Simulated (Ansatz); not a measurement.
Two G0W0 runs on BaNaYWO6 (F-43m).

```xyz
10
Lattice="0.0000 4.2068 4.2068 4.2068 0.0000 4.2068 4.2068 4.2068 0.0000" Properties=species:S:1:pos:R:3 pbc="T T T"
Na    2.1034    2.1034    2.1034
Ba    6.3102    6.3102    6.3102
Y     4.2068    4.2068    4.2068
W     0.0000    0.0000    0.0000
O     1.9558    4.2068    4.2068
O     6.4578    4.2068    4.2068
O     4.2068    4.2068    6.4578
O     4.2068    4.2068    1.9558
O     4.2068    1.9558    4.2068
O     4.2068    6.4578    4.2068
```

The cell and positions are those that the Materials Project relaxed with its own functionals (PBE, PBE+U or r2SCAN), kept fixed. Spin-orbit coupling is left out unless a run names it.

The first (Ansatz 0.2.0; start PBE+U(W-d,6), 4×4×4 mesh, 621 empty bands, screening to 150 eV, PAW set soft_1 files; 1 × NVIDIA H100 80GB HBM3 (shared by 6 runs) with 2 threads of AMD EPYC 7R13 (Zen 3), shared host) gave, on its mesh: starting gap 2.64 eV, G0W0 gap 3.51 eV, RPA ε∞ (mean) 4.29, 2.4 min.

Q: The second changes start from PBE+U(W-d,6) to PBE+U(Y-d,5). What does it give?

It gave: starting gap 2.74 eV, G0W0 gap 3.92 eV, RPA ε∞ (mean) 4.08, 35 s. The G0W0 gap moves by +0.41 eV, +0.10 eV from the start and +0.31 eV from the correction. Σc changes by −0.02 eV at the valence top and +0.16 eV at the conduction bottom, and Σx − Vxc between them by +0.12 eV.

Limits: not at the basis limit; no spin-orbit coupling.

[Paths, hosts, dates, memory and timing lines, banners, echoed tables and standing remarks are left out of the program output.]

[Logs are printed without paths, hosts, clocks, repeated set-up lines and the standing remarks that a program may print on its own settings, such as how far it seeks lower states.]

[Runs of the session that timed out or met a known fault of the program may be left out.]

[Cells called generated may have been cut or substituted from an entry of the Crystallography Open Database or the Materials Project.]

[Hosts, paths, dates, database ids (printed as entryN), source tags and the programs' standing remarks are cut or masked in the printed files.]
